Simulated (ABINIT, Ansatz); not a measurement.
# Lattice dynamics of Hf (Hafnium) in two programs, part 4 of 4

Aim: the phonon dispersion of Hf (Hafnium), checked by a second program.

ABINIT 10.8.3; DFT PBE, scalar-relativistic, plane waves, PseudoDojo norm-conserving pseudopotentials.

So far, highest frequency (cm⁻¹): step 7 (dispersion) 151.

## Step 9: The same in Ansatz

A second program on the same cell, potentials, cutoff and meshes tests the implementation of the phonon response, not its convergence.

This step: DFT PBE, scalar-relativistic, plane waves, PseudoDojo norm-conserving pseudopotentials (Ansatz 0.2.0).

Contents of input.yaml:

```yaml
crystal:
  lattice:
    - [3.2043860853, 0.0, 0.0]
    - [-1.6021930427, 2.7750797534, 0.0]
    - [0.0, 0.0, 5.0734648082]
  atoms:
    - { symbol: Hf, position: [0.3333333333, 0.6666666667, 0.25] }
    - { symbol: Hf, position: [0.6666666667, 0.3333333333, 0.75] }
kpoints:
  mp_grid: { grid: [15, 15, 8] }
hamiltonian:
  xc: pbe
  pseudopotentials: { kind: nc, accuracy: standard }
scf:
  occupations: { method: gaussian, width: 0.27211 }
output:
  eigenvalues: true
basis:
  ecutwfc: 680.285
phonons:
  method: dfpt
  qmesh: [3, 3, 2]
  temperatures: { t_max: 1000, t_step: 50 }
  qpath:
    path:
      - [[0.0, 0.0, 0.0], [0.5, 0.0, 0.0], [0.33333333, 0.33333333, 0.0], [0.0, 0.0, 0.0], [0.0, 0.0, 0.5], [0.5, 0.0, 0.5], [0.33333333, 0.33333333, 0.5], [0.0, 0.0, 0.5]]
      - [[0.5, 0.0, 0.5], [0.5, 0.0, 0.0]]
      - [[0.33333333, 0.33333333, 0.5], [0.33333333, 0.33333333, 0.0]]
    npoints: 10
  electrical_resistivity: { temperatures: [77, 300], mesh: [30, 30, 16] }
```

Command:

```console
> ansatz run input.yaml --threads 16 --pin off --max-ram 32768MiB --backend cpu --events-out ev --progress --plain --runs-dir out
```

Numbers of over 12 decimals in the logs are rounded to 6 here.

Output:

```text
Warning: basis.ecutwfc = 680.285 eV is below the records' recommended 789.130201 eV, and the density's cutoff is lower with it unless basis.ecutrho_ratio is high enough to keep the records' density cutoff: compare with a run at a higher cutoff
Engine: ansatz 0.2.0, aarch64-unknown-linux-gnu
Pseudopotentials: kind: nc
Pseudopotential: Hf, nc, valence charge 12, recommended cutoff 789.130201 eV (normal), Hf.nc.azcp (PseudoDojo's, or run here from an input of PseudoDojo's; its table is named by hamiltonian.pseudopotentials.accuracy)
Functional definition: PBE
  parameter kappa = 0.804
  parameter beta = 0.066725
  exchange = pbe_x(kappa = kappa, mu = beta*pi^2/3)
  correlation = pbe_c(beta = beta)
Crystal: 2 atoms, lattice volume = 45.115 Å³
Basis set: ecut = 680.285 eV, 1797 PW (Γ), exchange–correlation on 60×60×96 points (8 copies of the dense FFT grid, shifted against one another)
Bands: 16, of which v1, the nominal top of the filled ones, is band 12 counted from 1 (11 counted from 0)
Symmetry: 24 space group operations
k-points: 135 of 1800
Non-local potential: Hf, projectors of the file, l = 0: 2, l = 1: 2, l = 2: 2, l = 3: 2
Initial density: superposition of atomic densities (chi_scale 0.1, normalization cell)
Initial wavefunctions: pseudopotential atomic-orbital guess
Functional: x = pbe(κ = 0.804, μ = 0.219515), c = pbe(β = 0.066725)
SCF iter   1: F=—  HF=-3070.385434 eV  |F-HF|=—  |Δ(HF+E_count)|=         —  Δρ=3.24e-2  dr2=5.74e-1  ethr=3.10e-3  ⟨swp⟩=5.9  Hψ=25015  notcnv=0
automatic band count: the SCF goes on with 20 bands, as 16 were too few: they end inside the smearing window of the response
preconditioner: auto → none  [metal: Δε(μ)=0.023 eV  Ē_g=6.009 eV  σ=0.272 eV  W_gap=0.05  n_scr=8 (ndim 8)  ℏωp=15.6 eV  f_vac=0.000  D(μ)=1.54/eV (n_scr^D=10)  sad-step TF]
SCF iter   2: F=—  HF=-3070.278360 eV  |F-HF|=—  |Δ(HF+E_count)|=   1.07e-1  Δρ=2.11e-2  dr2=2.40e-1  ethr=2.39e-3  ⟨swp⟩=1.1  Hψ=3806  notcnv=0
SCF iter   3: F=—  HF=-3070.207721 eV  |F-HF|=—  |Δ(HF+E_count)|=   7.06e-2  Δρ=9.66e-4  dr2=1.71e-4  ethr=9.99e-4  ⟨swp⟩=3.0  Hψ=4665  notcnv=0
SCF iter   4: F=—  HF=-3070.207737 eV  |F-HF|=—  |Δ(HF+E_count)|=   1.59e-5  Δρ=2.26e-4  dr2=8.44e-6  ethr=7.11e-7  ⟨swp⟩=3.0  Hψ=4729  notcnv=0
SCF iter   5: F=—  HF=-3070.207742 eV  |F-HF|=—  |Δ(HF+E_count)|=   5.32e-6  Δρ=3.50e-5  dr2=3.00e-7  ethr=3.52e-8  ⟨swp⟩=2.7  Hψ=3989  notcnv=0
SCF iter   6: F=—  HF=-3070.207742 eV  |F-HF|=—  |Δ(HF+E_count)|=   7.21e-7  Δρ=3.29e-6  dr2=2.78e-9  ethr=1.25e-9  ⟨swp⟩=2.5  Hψ=3828  notcnv=0  defer=131
SCF iter   7: F=—  HF=-3070.207742 eV  |F-HF|=—  |Δ(HF+E_count)|=  4.52e-10  Δρ=5.62e-7  dr2=6.09e-11  ethr=1.16e-11  ⟨swp⟩=3.4  Hψ=5002  notcnv=0  defer=138
SCF iter   8: F=-3070.207742 eV  HF=-3070.207742 eV  |F-HF|=1.36e-12  |Δ(HF+E_count)|=  1.46e-10  Δρ=6.21e-8  dr2=1.62e-12  ethr=1.00e-12  ⟨swp⟩=14.8  Hψ=18078  notcnv=0
SCF 1 converged in 8 iterations: F = -3070.207742 eV  dr2 = 1.62e-12
NSCF: frozen V_eff on 135 k-points
WARN: eigensolver did not converge in 4 slots of this pass, the one above among them; of largest residual over every band (k=66): 1 band(s) unlocked (lowest unlocked band 19, counted from 0; max residual 1.13e-4 eV among the unlocked bands, 1.13e-4 eV over every band); of lowest unlocked band (k=20): band 19
NSCF: frozen V_eff on 320 k-points
DFPT response loops at q = (0, 0, 0) (fractional): preconditioner auto → Kerker (q_TF=auto, 2.456 Å⁻¹) (partly filled bands, converged f_vac=0.000); β = 1.00, the filter's whole step (`scf.mixing.beta` (0.50) is not read by the response loops under this deck's `scf.mixing.preconditioner`; to damp them name `kerker` or `kerker_dos`, under which they read `scf.mixing.beta`, and type it under 1.00, their step now; both keys bind the ground state too); Broyden in place of MSR1
NSCF: frozen V_eff on 640 k-points
DFPT response loops at q = (0, 0, -0.5) (fractional): mixed as the last ones told, above
NSCF: frozen V_eff on 1200 k-points
DFPT response loops at q = (0, 0.333333, 0) (fractional): mixed as the last ones told, above
NSCF: frozen V_eff on 1200 k-points
DFPT response loops at q = (0, 0.333333, -0.5) (fractional): mixed as the last ones told, above
NSCF: frozen V_eff on 1200 k-points
DFPT response loops at q = (0.333333, 0.333333, 0) (fractional): mixed as the last ones told, above
NSCF: frozen V_eff on 1200 k-points
DFPT response loops at q = (0.333333, 0.333333, -0.5) (fractional): mixed as the last ones told, above
Bands: 20, of which v1, the nominal top of the filled ones, is band 12 counted from 1 (11 counted from 0)
SCF iter   1: F=—  HF=-3070.385434 eV  |F-HF|=—  |Δ(HF+E_count)|=         —  Δρ=3.24e-2  dr2=5.74e-1  ethr=3.10e-3  ⟨swp⟩=5.9  Hψ=14112  notcnv=0
SCF iter   2: F=—  HF=-3070.278360 eV  |F-HF|=—  |Δ(HF+E_count)|=   1.07e-1  Δρ=2.11e-2  dr2=2.40e-1  ethr=2.39e-3  ⟨swp⟩=1.1  Hψ=3806  notcnv=0
SCF iter   3: F=—  HF=-3070.207721 eV  |F-HF|=—  |Δ(HF+E_count)|=   7.06e-2  Δρ=9.66e-4  dr2=1.71e-4  ethr=9.99e-4  ⟨swp⟩=3.0  Hψ=4665  notcnv=0
SCF iter   4: F=—  HF=-3070.207737 eV  |F-HF|=—  |Δ(HF+E_count)|=   1.59e-5  Δρ=2.26e-4  dr2=8.44e-6  ethr=7.11e-7  ⟨swp⟩=3.0  Hψ=4729  notcnv=0
SCF iter   5: F=—  HF=-3070.207742 eV  |F-HF|=—  |Δ(HF+E_count)|=   5.32e-6  Δρ=3.50e-5  dr2=3.00e-7  ethr=3.52e-8  ⟨swp⟩=2.7  Hψ=3989  notcnv=0
SCF iter   6: F=—  HF=-3070.207742 eV  |F-HF|=—  |Δ(HF+E_count)|=   7.21e-7  Δρ=3.29e-6  dr2=2.78e-9  ethr=1.25e-9  ⟨swp⟩=2.5  Hψ=3828  notcnv=0  defer=131
SCF iter   7: F=—  HF=-3070.207742 eV  |F-HF|=—  |Δ(HF+E_count)|=  4.52e-10  Δρ=5.62e-7  dr2=6.09e-11  ethr=1.16e-11  ⟨swp⟩=3.4  Hψ=5002  notcnv=0  defer=138
SCF iter   8: F=-3070.207742 eV  HF=-3070.207742 eV  |F-HF|=1.36e-12  |Δ(HF+E_count)|=  1.76e-10  Δρ=6.24e-8  dr2=1.62e-12  ethr=1.00e-12  ⟨swp⟩=4.1  Hψ=7068  notcnv=0
SCF 2 converged in 8 iterations: F = -3070.207742 eV  dr2 = 1.62e-12
NSCF: frozen V_eff on 135 k-points
NSCF: frozen V_eff on 95 k-points
[...]
SCF converged after 8 iterations
Free energy (F): -3070.207742 eV
Harris-Foulkes:  -3070.207742 eV  (|F-HF|=1.36e-12)
Internal energy: -3070.145913 eV  (E = F + TS)
E sigma→0 (E₀):  -3070.176827 eV
Entropy (-TS):   -0.061829 eV (-30.914 meV/atom)
Fermi energy:    14.473753 eV
--- Per-component energies (eV) ---
  E_band       = -283.818322
  E_kinetic    = 786.890366
  E_local      = -1498.377294  (includes V_loc(G=0)·N_el)
  E_nonlocal   = 148.543624
  E_hartree    = 387.519270
  E_xc         = -775.501256
  E_vxc        = -495.913519  (∫ρ·V_xc dr)
  E_ewald      = -2119.220622
  E_smearing   = -0.061829  (= −TS)
  E_closure    = 0.000000  (closes the sum)
  Σ components = -3070.207742   (vs F -3070.207742, Δ=0.00e0)
--- Band table (eV; the first three rows and the last of 135) ---
  k-point 0: bands = [... 8 lower, 7.1334, 10.8001, 15.0840, 15.6724, 15.6724, 15.9424, 16.4841, 16.4841, ... 4 higher]
  k-point 1: bands = [... 8 lower, 7.2757, 10.7210, 14.8896, 15.5921, 15.5921, 15.8169, 16.3665, 16.3665, ... 4 higher]
  k-point 2: bands = [... 8 lower, 7.6876, 10.4276, 14.5508, 15.4766, 15.4766, 15.4803, 16.0909, 16.0909, ... 4 higher]
  k-point 134: bands = [... 8 lower, 12.7475, 12.7475, 13.0401, 13.0401, 14.2792, 14.2792, 17.0039, 17.0039, ... 4 higher]
--- Phonons (Γ-DFPT): 2 representative perturbations + reference (Σ response iterations 8) ---
  ASR residual: 3.600e-5 → 0.000e0 eV/Å²; symmetrization residual: 2.566e-10 eV/Å²
  ASR residual per site (eV/Å²): 3.60e-5 3.60e-5
  Γ frequencies (cm⁻¹): 0.00 0.00 0.00 77.45 77.45 102.78
--- Phonons (arbitrary-q DFPT): 6 irreducible q on the 3×3×2 mesh ---
  q = [0.0000, 0.0000, 0.0000] (star 1, of the zone-centre solve; hermiticity 7.40e-11, symmetrization 3.70e-11): 0.00 0.00 0.00 77.45 77.45 102.78
  q = [0.0000, 0.0000, -0.5000] (star 1, 2 solved perturbations in 455 linear systems a pass and spin channel, the states on 320 of 1800 k-point pairs; hermiticity 4.01e-9, symmetrization 2.00e-9): 55.15 55.15 55.15 55.15 106.08 106.08
  q = [0.0000, 0.3333, 0.0000] (star 6, 3 solved perturbations on 600 of 1800 k-point pairs; hermiticity 7.08e-9, symmetrization 3.07e-10): 55.27 63.77 109.71 112.76 113.53 128.09
  q = [0.0000, 0.3333, -0.5000] (star 6, 3 solved perturbations on 600 of 1800 k-point pairs; hermiticity 1.91e-8, symmetrization 2.54e-10): 89.53 89.53 90.79 90.79 137.19 137.19
  q = [0.3333, 0.3333, 0.0000] (star 2, 2 solved perturbations in 830 linear systems a pass and spin channel, the states on 600 of 1800 k-point pairs; hermiticity 3.45e-9, symmetrization 1.72e-9): 98.64 98.64 108.77 108.77 112.46 150.65
  q = [0.3333, 0.3333, -0.5000] (star 2, 2 solved perturbations in 830 linear systems a pass and spin channel, the states on 600 of 1800 k-point pairs; hermiticity 3.38e-9, symmetrization 1.69e-9): 56.91 56.91 133.46 133.46 141.49 141.49
  sum rule: each row above includes the acoustic sum rule's correction from the zone centre's row sums; it moved no ω² by more than (0.23 cm⁻¹)²
  mesh force constants: q→R imaginary residual 0.00e0; ASR residual 3.600e-5 → 0.000e0 eV/Å²; symmetrization residual 2.665e-15 eV/Å²
  interpolated dispersion: 93 rows × 6 modes
  density of states and harmonic sums: on the 24×24×12 q-mesh, interpolated from the force constants of a 3×3×2 supercell (no non-analytic term)
  largest difference from the sums on the solved wave vectors: F 4.07e-2 eV, S 5.51e-5 and C_V 1.43e-5 eV/K
  zero-point energy: 0.037176 eV/cell   skipped modes (ω ≤ 0): 3   left out of the sums: 7.23e-5 of the cell's modes: C_V's classical limit lies that fraction below 3 k_B per atom; for a crystal, a wire or a layer, F and S can be off by more, and a phonons.interpolated_qmesh denser along its periods is the remedy for the sampling
--- Electrical resistivity: potentials and phonons of a 3×3×2 supercell ---
  scattering by harmonic phonons alone, with no dipole-dipole term; scattering by other electrons, impurities, surfaces and spin disorder is left out, and so is spin–orbit coupling
  the resistivity is that of a variational response, whose dependence on the energy is improved iteratively
  at the Fermi level of each mesh (of a tensor a third of its trace):
           mesh   spin    states/(eV spin)  plasma energy (eV)         λ      λ_tr    ħω_log (meV)
       30×30×16                     0.6867              4.1285    0.3941    0.4330          10.780
        15×15×8                     0.6881              4.0816    0.3955    0.4320          10.789
  resistivity on the deck's mesh, µΩ·cm:
     T (K)       trace/3  mesh converged            xx            yy            zz    lowest order   relaxation time
     77.00      5.8593e0             yes      6.0047e0      6.0047e0      5.5687e0        6.1588e0          5.4420e0
    300.00      3.0169e1              no      3.0852e1      3.0852e1      2.8805e1        3.0904e1          2.7988e1
  mean free path at 77 K (of a tensor a third of its trace): 26.7 nm by what each carries, 24.0 by the Fermi surface alone
  Hall coefficient in a weak field at 77 K (a third of the trace): -8.329e-11 m³/C (as a tensor it moves by 7.7 % between the two finest meshes); by each state's relaxation time: -7.565e-11 m³/C; by a constant relaxation time: -1.394e-10 m³/C
  mean free path at 300 K (of a tensor a third of its trace): 5.09 nm by what each carries, 4.66 by the Fermi surface alone
  Hall coefficient in a weak field at 300 K (a third of the trace): -9.251e-11 m³/C (as a tensor it moves by 5.7 % between the two finest meshes); by each state's relaxation time: -8.193e-11 m³/C; by a constant relaxation time: -1.365e-10 m³/C
  the resistivity times a path that all electrons share, by the Fermi surface of the deck's mesh alone (a third of the trace): 1.410e-15 Ω·m²
  not converged in the mesh (the resistivity at 300 K by 2.43 %): between neighbouring meshes, the two finest first, λ moves by 0.35 %, λ_tr by 0.50 % and the resistivity by up to 2.43 %; an estimate, no bound, puts it up to 1.4e-7 % above the Boltzmann equation's exact value after up to 4 iterations (at most 30 are made, fewer where the estimate is under 1.0e-6 % of each spin channel's own resistivity)
  vibrations of 18 cells: unjudged by the run; compare a larger repeat
  the changes of the potential over all sites missed a rigid shift's by 0.00 % (the site terms' by 0.00 %)
  at the force constants' own smearing the fine mesh and the k-points of their solves give squared frequencies that differ by 0.3 % of the larger at the most, at (0, 0, 0)
```

Wall time 3.9 min (16 threads of Arm Neoverse V1, shared host); peak memory 2.9 GiB.

This step gave:

| Quantity | Value |
| --- | --- |
| sum-rule residual before enforcement | 3.60e-5 eV/Å² |
| mean frequency | 100 cm⁻¹ |
| Debye temperature (second moment) | 193 K |
| logarithmic mean frequency | 95.3 cm⁻¹ |
| lowest optical zone-centre mode | 77.45 cm⁻¹ |
| lowest mode on the q mesh (acoustic ones at the zone centre apart) | 55.15 cm⁻¹ |
| zero-point energy per atom | 18.59 meV |
| vibrational entropy at 300 K | 44.74 J/(mol atoms K) |

## Step 10: Side by side: ABINIT PseudoDojo and Ansatz, PseudoDojo

Worked out from the results:

| Property | Result |
| --- | --- |
| root-mean-square difference | 0.09 cm⁻¹ |
| largest difference | 0.15 cm⁻¹ |
| root-mean-square difference on the path | 0.4 cm⁻¹ |
| largest difference on the path | 1.9 cm⁻¹ |

The 12 of 33 modes that differ most. Frequencies side by side:

| q (reciprocal lattice) | mode | ABINIT PseudoDojo (cm⁻¹) | Ansatz, PseudoDojo (cm⁻¹) |
| --- | --- | --- | --- |
| 0 0 0 | 4 | 77.58 | 77.45 |
| 0 0 0 | 5 | 77.58 | 77.45 |
| 0.3333 0 0 | 1 | 55.42 | 55.27 |
| 0.3333 0 0 | 2 | 63.88 | 63.77 |
| 0 0 0.5 | 1 | 55.3 | 55.15 |
| 0 0 0.5 | 2 | 55.3 | 55.15 |
| 0 0 0.5 | 3 | 55.3 | 55.15 |
| 0 0 0.5 | 4 | 55.3 | 55.15 |
| 0.3333 0 0.5 | 1 | 89.61 | 89.53 |
| 0.3333 0 0.5 | 2 | 89.61 | 89.53 |
| 0.3333 0.3333 0.5 | 1 | 57.02 | 56.91 |
| 0.3333 0.3333 0.5 | 2 | 57.02 | 56.91 |

At the solved wavevectors the largest difference (acoustic modes at Γ apart) is 0.10 % of the highest mode.

## Step 11: Summary of results

```
space group after relaxation                                       : P6_3/mmc
volume per atom                                                    : 22.6 Å³
highest optical zone-centre mode (no LO-TO term)                   : 102.8 cm⁻¹
lowest optical zone-centre mode                                    : 77.6 cm⁻¹
q mesh                                                             : 3×3×2
lowest mode on the q mesh (acoustic ones at the zone centre apart) : 55.3 cm⁻¹
zero-point energy per atom                                         : 18.6 meV
heat capacity at 300 K                                             : 24.4 J/(mol atoms K)
vibrational entropy at 300 K                                       : 44.6 J/(mol atoms K)
imaginary modes on the q mesh                                      : none
largest difference from Ansatz, PseudoDojo                         : 0.15 cm⁻¹
```

**Reading.** Hf (Hafnium) is dynamically stable on the 3×3×2 mesh; its spectrum reaches 151 cm⁻¹. At the PBE level the optical modes of Hf (Hafnium) at the zone centre run from 78 to 103 cm⁻¹. Along axes with an odd number of divisions the mesh misses the zone-boundary points at one half, where instabilities often lie; those are only interpolated. The base run prints -0.57 GPa, mostly the error of a finite basis; the relaxation, with a smoothed and higher cutoff, had brought the cell to rest. ABINIT PseudoDojo and Ansatz, PseudoDojo agree to 0.15 cm⁻¹ (0.10 % of the highest mode compared) on all solved modes but the acoustic ones at Γ. These are harmonic frequencies at zero temperature: anharmonic shifts and linewidths and thermal expansion are left out. Spin-orbit coupling is left out, which can matter for the heavy elements here. In a metal the frequencies hang on the k mesh and the smearing, most of all near Kohn anomalies. Ansatz warns that the cutoff lies 14 % under the one recommended for these files; agreement at one cutoff is not convergence. Electron-phonon sums were run after this but are left out, since no second program bore their λ out within 30 %; a λ that a log prints is not taken as a result.

[Host names and launcher messages were left out of these logs when they were recorded.]

[Logs are printed without paths, hosts, clocks, repeated set-up lines and the standing remarks that a program may print on its own settings, such as how far it seeks lower states.]

[Hosts, paths, dates, database ids (printed as entryN), source tags and the programs' standing remarks are cut or masked in the printed files.]
